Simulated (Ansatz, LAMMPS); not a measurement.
**A faulty run on glassy 76SiO2-9BaO-7SrO-4Li2O-4ZrO2 (mol %) (128 atoms)**

Program: Ansatz 0.2.0. The cell: 34 Si, 4 Ba, 3 Sr, 4 Li, 2 Zr and 81 O.

input.yaml

```yaml
crystal:
  lattice:
    - [12.04462, 0.0, 0.0]
    - [0.0, 12.04462, 0.0]
    - [0.0, 0.0, 12.04462]
  atoms:
    - { symbol: Si, position: [0.77485, 0.15128, 0.32006] }
    - { symbol: Si, position: [0.86902, 0.07821, 0.67936] }
    - { symbol: Si, position: [0.43684, 0.13207, 0.29908] }
    - { symbol: Si, position: [0.00414, 0.88259, 0.75288] }
    - { symbol: Si, position: [0.62398, 0.35581, 0.6638] }
    - { symbol: Si, position: [0.66518, 0.73579, 0.03682] }
    - { symbol: Si, position: [0.46666, 0.87486, 0.33187] }
    - { symbol: Si, position: [0.28106, 0.10832, 0.62091] }
    - { symbol: Si, position: [0.68218, 0.3986, 0.24749] }
    - { symbol: Si, position: [0.8387, 0.38387, 0.0481] }
    - { symbol: Si, position: [0.3282, 0.01719, 0.95404] }
    - { symbol: Si, position: [0.48788, 0.34275, 0.46019] }
    - { symbol: Si, position: [0.67808, 0.73735, 0.29111] }
    - { symbol: Si, position: [0.99797, 0.99672, 0.98887] }
    - { symbol: Si, position: [0.51446, 0.3376, 0.87406] }
    - { symbol: Si, position: [0.14962, 0.90895, 0.54458] }
    - { symbol: Si, position: [0.89783, 0.81947, 0.41156] }
    - { symbol: Si, position: [0.07029, 0.64548, 0.7706] }
    [... 104 atom lines left out ...]
    - { symbol: O, position: [0.30491, 0.15579, 0.308] }
    - { symbol: O, position: [0.72131, 0.2698, 0.29502] }
    - { symbol: O, position: [0.0535, 0.98038, 0.48126] }
    - { symbol: O, position: [0.39809, 0.83595, 0.22041] }
    - { symbol: O, position: [0.95525, 0.74661, 0.49785] }
    - { symbol: O, position: [0.96464, 0.13936, 0.58831] }
kpoints:
  mp_grid: { grid: [1, 1, 1] }
hamiltonian:
  xc: pbe
scf:
  occupations: { method: fixed }
  eigensolver: { kind: { support_functions: { accuracy: medium, radius: 3.11 } } }
  max_iter: 150
output:
  forces: true
  eigenvalues: true
```

Command:

```bash
$ ansatz run input.yaml --threads 8 --pin off --max-ram 15872MiB --backend cpu --events-out ev --progress --plain --runs-dir out
```

What it wrote:

```text
Warning: scf.eigensolver.kind.support_functions: disabling space-group detection — the functions' gradient is summed over unrotated k-points, so no spatial operation reduces the k-mesh or symmetrises the density; time reversal is kept, so that k and −k are solved as one point where they differ and the mesh holds both, and exact exchange and, on two spinor components, a DFT+U term hold to it where the run has them: [...]
Warning: basis.ecutwfc = 464 eV, auto-derived: no grid that the accuracy of the support functions lays serves the files at the lower one that their records recommend; a deck with other species or settings can derive another value
settings of this run that can trade accuracy for cost: scf.eigensolver.kind.support_functions [...]
Engine: ansatz 0.2.0, aarch64-unknown-linux-gnu
Pseudopotentials: kind: paw
Pseudopotential: Si, paw, valence charge 4, recommended cutoff 420 eV (normal), Si.paw.azcp
Pseudopotential: Ba, paw, valence charge 10, recommended cutoff 420 eV (normal), Ba.paw.azcp
Pseudopotential: Sr, paw, valence charge 10, recommended cutoff 420 eV (normal), Sr.paw.azcp
Pseudopotential: Li, paw, valence charge 3, recommended cutoff 420 eV (normal), Li.paw.azcp
Pseudopotential: Zr, paw, valence charge 12, recommended cutoff 420 eV (normal), Zr.paw.azcp
Pseudopotential: O, paw, valence charge 6, recommended cutoff 420 eV (normal), O.paw.azcp
[... 5 lines on functional and potentials left out ...]
Error: SCF: the radius of support functions is under 3.48 Å, the least for these sites at the functions' level (scf.eigensolver.kind.support_functions.accuracy). Use scf.eigensolver.kind: auto, or type scf.eigensolver.kind.support_functions.radius at least as long, [...]
```

Wall time 7.2 s (8 threads of Arm Neoverse V1, shared host); peak memory 0.56 GiB; 34 s of CPU time.

**Question.** What is wrong with this input, and how is it mended?

A radius under the least that the level allows: support_functions.radius = 3.11.

The fix is to use a longer radius.

The run ended with an error.

[Logs are printed without paths, hosts, clocks, repeated set-up lines and the standing remarks that a program may print on its own settings, such as how far it seeks lower states.]

[Hosts, paths, dates, database ids (printed as entryN), source tags and the programs' standing remarks are cut or masked in the printed files.]
